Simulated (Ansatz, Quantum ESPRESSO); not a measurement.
# AgSb (Pm-3m): from the cell to the phonon bands, part 3 of 4

Aim: the phonon dispersion of AgSb (Pm-3m), checked by a second program.

Quantum ESPRESSO 7.5; DFT LDA, scalar-relativistic, plane waves, JTH PAW pseudopotentials.

So far, highest frequency (cm⁻¹): step 7 (dispersion) 107. The relaxed cell has a = 3.477 Å (conventional setting).

The structure was built from a prototype and need not be the compound's stable phase.

### 8. Density of states

Sums over the zone need many more wavevectors than were solved, so the interpolation is sampled on a dense mesh.

matdyn.in reads:

```
&INPUT
  asr    = 'crystal'
  flfrc  = 'x.fc'
  dos    = .true.
  fldos  = 'x.dos'
  nk1    = 13
  nk2    = 13
  nk3    = 13
  deltaE = 0.3
/
```

Launch:

```bash
matdyn.x -in matdyn.in > matdyn.out
```

Numbers of over 12 decimals in the logs are rounded to 6 here.

Output:

```text
[banner, memory and clock lines left out]
Program MATDYN v.7.5

 mass for atomic type   1 not given; uses mass from file x.fc
 mass for atomic type   2 not given; uses mass from file x.fc
 Norm of the difference between old and new effective charges:    0.000000

 Norm of the difference between old and new force-constants:   6.18689e-05

     Message from routine matdyn:
     Z* not found in file x.fc, TO-LO splitting at q=0 will be absent!

Note: The following floating-point exceptions are signalling: IEEE_UNDERFLOW_FLAG
```

Run time: 3.3 s. Hardware: 1 thread of Arm Neoverse V1, shared host.

Numbers from this step:

```
share of modes beyond 3i cm⁻¹ on the dense interpolated mesh : 0.1054
```

The phonon density of states has structure finer than the step of the table below, so its rows give means over 5 cm⁻¹, whole bins alone (the curve runs from -45.1 to 107 cm⁻¹). Peaks (cm⁻¹: height): total -22.6: 0.0258, 19.7: 0.0518, 49.4: 0.0780, 61.1: 0.0836, 71.0: 0.0965, 92.6: 0.103; Ag 19.7: 0.0240, 49.4: 0.0418, 71.0: 0.0711, 91.7: 0.0536; Sb 19.7: 0.0278, 37.7: 0.0303, 49.4: 0.0361, 57.5: 0.0362, 61.1: 0.0516, 71.0: 0.0254, 101.6: 0.0576.

Tetrahedra. Phonon density of states against wavenumber; means over each step; values in 1/cm⁻¹/cell:

| wavenumber (cm⁻¹) | total | Ag | Sb |
| --- | --- | --- | --- |
| -40 | 0.00938 | 0.00490 | 0.00448 |
| -35 | 0.0143 | 0.00733 | 0.00701 |
| -30 | 0.0166 | 0.00824 | 0.00838 |
| -25 | 0.0211 | 0.00995 | 0.0112 |
| -20 | 0.0209 | 0.00966 | 0.0113 |
| -15 | 0.0162 | 0.00751 | 0.00869 |
| -10 | 0.0137 | 0.00641 | 0.00730 |
| -5 | 0.0128 | 0.00597 | 0.00680 |
| 0 | 0.0128 | 0.00595 | 0.00680 |
| 5 | 0.0134 | 0.00624 | 0.00714 |
| 10 | 0.0157 | 0.00733 | 0.00842 |
| 15 | 0.0244 | 0.0113 | 0.0131 |
| 20 | 0.0464 | 0.0213 | 0.0251 |
| 25 | 0.0357 | 0.0154 | 0.0203 |
| 30 | 0.0366 | 0.0145 | 0.0220 |
| 35 | 0.0392 | 0.0139 | 0.0254 |
| 40 | 0.0415 | 0.0130 | 0.0286 |
| 45 | 0.0401 | 0.0171 | 0.0229 |
| 50 | 0.0680 | 0.0353 | 0.0327 |
| 55 | 0.0535 | 0.0252 | 0.0283 |
| 60 | 0.0605 | 0.0266 | 0.0339 |
| 65 | 0.0586 | 0.0421 | 0.0165 |
| 70 | 0.0855 | 0.0631 | 0.0225 |
| 75 | 0.0652 | 0.0436 | 0.0216 |
| 80 | 0.0411 | 0.0247 | 0.0165 |
| 85 | 0.0430 | 0.0245 | 0.0185 |
| 90 | 0.0798 | 0.0423 | 0.0376 |
| 95 | 0.0891 | 0.0419 | 0.0471 |
| 100 | 0.0851 | 0.0340 | 0.0511 |

### 9. Modes with the sum rule

A rigid shift of the crystal must cost nothing, but grids and finite bases break this; the acoustic sum rule is imposed before the matrix is diagonalised again.

dynmat.in reads:

```
&INPUT
  fildyn = 'x.dyn1'
  asr    = 'simple'
  fileig = 'dynmat.eig'
/
```

Launch:

```bash
dynmat.x -in dynmat.in > dynmat.out
```

Output:

```text
[banner, memory and clock lines left out]
Program DYNMAT v.7.5

     Reading Dynamical Matrix from file x.dyn1
     ...Force constants read
     ...epsilon and Z* not read (not found on file)
     A direction for q was not specified:TO-LO splitting will be absent

     Polarizability (A^3 units)
     multiply by 1.000000 for Clausius-Mossotti correction
         0.000000    0.000000    0.000000
         0.000000    0.000000    0.000000
         0.000000    0.000000    0.000000

     IR activities are in (D/A)^2/amu units

# mode   [cm-1]    [THz]      IR
    1     -0.00   -0.0000    0.0000
    2     -0.00   -0.0000    0.0000
    3      0.00    0.0000    0.0000
    4     77.57    2.3254    0.0000
    5     77.57    2.3254    0.0000
    6     77.57    2.3254    0.0000
```

Wall time 0.45 s (1 thread).

This step gave:

```yaml
highest_optical_zone_centre_mode_no_lo_to_term: 77.57 cm⁻¹
lowest_optical_zone_centre_mode: 77.57 cm⁻¹
```

Unit eigenvectors of the mass-weighted matrix after the sum rule; no LO-TO term. The modes at Γ (shares of kinetic energy by element, %):

```
mode  frequency (cm⁻¹)  symmetry  Ag %  Sb %
   1               0.0  acoustic    47    53
   2               0.0  acoustic    47    53
   3               0.0  acoustic    47    53
   4              77.6       T1u    53    47
   5              77.6       T1u    53    47
   6              77.6       T1u    53    47
```

Displacements in mode 5 (77.6 cm⁻¹), the largest set to 1:
```
Ag1  0.00  1.00  0.00
Sb2  0.00 -0.89  0.00
```

The rule moves no optical mode by more than 0.1 cm⁻¹.

### 10. Sum rules set otherwise: a sum rule for molecules or wires on a crystal

This rule also removes rotations, which suits wires and not a crystal; it is tried to see the harm.

dynmat.in reads:

```
&INPUT
  fildyn = 'x.dyn1'
  asr    = 'one-dim'
  fileig = 'dynmat.eig'
/
```

Launch:

```bash
dynmat.x -in dynmat.in > dynmat.out
```

Output:

```text
[banner, memory and clock lines left out]
Program DYNMAT v.7.5

     Reading Dynamical Matrix from file x.dyn1
     ...Force constants read
     ...epsilon and Z* not read (not found on file)
asr rotation axis in 1D system=    3
     Acoustic Sum Rule: || Z*(ASR) - Z*(orig)|| =    0.000000E+00
     Acoustic Sum Rule: ||dyn(ASR) - dyn(orig)||=    5.214580E-02
     A direction for q was not specified:TO-LO splitting will be absent

     Polarizability (A^3 units)
     multiply by 1.000000 for Clausius-Mossotti correction
         0.000000    0.000000    0.000000
         0.000000    0.000000    0.000000
         0.000000    0.000000    0.000000

     IR activities are in (D/A)^2/amu units

# mode   [cm-1]    [THz]      IR
    1     -0.00   -0.0000    0.0000
    2      0.00    0.0000    0.0000
    3      0.00    0.0000    0.0000
    4      0.00    0.0000    0.0000
    5     77.61    2.3266    0.0000
    6     77.61    2.3266    0.0000
```

The job ended after 0.45 s (1 thread).

The run ended normally, but on settings that are not sound.

The fault: a sum rule for molecules or wires on a crystal; 1 optical mode is projected out to zero frequency, as if it were a rotation.

For a crystal the rule has to be 'simple' or 'crystal'.

Zone-centre frequencies as printed; negative means imaginary. Modes:

```csv
mode,frequency (cm⁻¹)
1,0
2,0
3,0
4,0
5,77.61
6,77.61
```

### 11. Sum rules set otherwise (asr no)

Without the rule the raw error of the acoustic modes shows.

dynmat.in reads:

```
&INPUT
  fildyn = 'x.dyn1'
  asr    = 'no'
  fileig = 'dynmat.eig'
/
```

Launch:

```bash
dynmat.x -in dynmat.in > dynmat.out
```

Output:

```text
[banner, memory and clock lines left out]
Program DYNMAT v.7.5

     Reading Dynamical Matrix from file x.dyn1
     ...Force constants read
     ...epsilon and Z* not read (not found on file)
     A direction for q was not specified:TO-LO splitting will be absent

     Polarizability (A^3 units)
     multiply by 1.000000 for Clausius-Mossotti correction
         0.000000    0.000000    0.000000
         0.000000    0.000000    0.000000
         0.000000    0.000000    0.000000

     IR activities are in (D/A)^2/amu units

# mode   [cm-1]    [THz]      IR
    1      2.46    0.0737    0.0000
    2      2.46    0.0737    0.0000
    3      2.46    0.0737    0.0000
    4     77.61    2.3267    0.0000
    5     77.61    2.3267    0.0000
    6     77.61    2.3267    0.0000
```

Elapsed: 0.45 s, on 1 thread.

Numbers from this step:

- highest optical zone-centre mode (no LO-TO term): 77.61 cm⁻¹
- lowest optical zone-centre mode: 77.61 cm⁻¹

Zone-centre frequencies as printed; negative means imaginary. Modes:

| mode | frequency (cm⁻¹) |
| --- | --- |
| 1 | 2.46 |
| 2 | 2.46 |
| 3 | 2.46 |
| 4 | 77.61 |
| 5 | 77.61 |
| 6 | 77.61 |

Against the first rule no mode moves by more than 2.5 cm⁻¹.

### 12. The dispersion under another sum rule (asr all)

The sum rule corrects the force constants themselves, so it can shift branches at any wavevector, low ones most.

matdyn.in reads:

```
&INPUT
  asr              = 'all'
  flfrc            = 'x.fc'
  flfrq            = 'x.freq'
  flvec            = 'x.modes'
  q_in_band_form   = .true.
  q_in_cryst_coord = .true.
/
8
  0.0000000   0.0000000   0.0000000   8  ! GAMMA
  0.0000000   0.5000000   0.0000000   8  ! X
  0.5000000   0.5000000   0.0000000   8  ! M
  0.0000000   0.0000000   0.0000000   8  ! GAMMA
  0.5000000   0.5000000   0.5000000   8  ! R
  0.0000000   0.5000000   0.0000000   1  ! X
  0.5000000   0.5000000   0.5000000   8  ! R
  0.5000000   0.5000000   0.0000000   1  ! M
```

Launch:

```bash
matdyn.x -in matdyn.in > matdyn.out
```

Output:

```text
[banner, memory and clock lines left out]
Program MATDYN v.7.5

 mass for atomic type   1 not given; uses mass from file x.fc
 mass for atomic type   2 not given; uses mass from file x.fc
 Norm of the difference between old and new effective charges:    0.000000

 Huang before:    1   1   1   2,   residual stress:   0.000000
 Huang before:    1   1   1   3,   residual stress:   0.000000
 Huang before:    1   1   2   2,   residual stress:  -0.000000
 Huang before:    1   1   2   3,   residual stress:   0.000000
 Huang before:    1   1   3   3,   residual stress:  -0.000000
 Huang before:    1   2   1   3,   residual stress:   0.000000
 Huang before:    1   2   2   2,   residual stress:   0.000000
 Huang before:    1   2   2   3,   residual stress:   0.000000
 Huang before:    1   2   3   3,   residual stress:   0.000000
 Huang before:    1   3   2   2,   residual stress:   0.000000
 Huang before:    1   3   2   3,   residual stress:   0.000000
 Huang before:    1   3   3   3,   residual stress:   0.000000
 Huang before:    2   2   2   3,   residual stress:   0.000000
 Huang before:    2   2   3   3,   residual stress:  -0.000000
 Huang before:    2   3   3   3,   residual stress:   0.000000

 Norm of the difference between old and new force-constants:   6.18689e-05

     Message from routine matdyn:
     Z* not found in file x.fc, TO-LO splitting at q=0 will be absent!
     Message from routine matdyn:
     Z* not found in file x.fc, TO-LO splitting at q=0 will be absent!

Note: The following floating-point exceptions are signalling: IEEE_UNDERFLOW_FLAG

   You are using asr="all", please consider citing C. Lin, S. Ponc\'e and N. Marzari, npj Comput Mater 8, 236 (2022).
```

It took 0.46 s on 1 thread.

At the labelled points the branches move by no more than 0.1 cm⁻¹.

(Part 3 of 4 ends here.)

[Host names and launcher messages were left out of these logs when they were recorded.]

[Logs are printed without paths, hosts, clocks, repeated set-up lines and the standing remarks that a program may print on its own settings, such as how far it seeks lower states.]

[Hosts, paths, dates, database ids (printed as entryN), source tags and the programs' standing remarks are cut or masked in the printed files.]
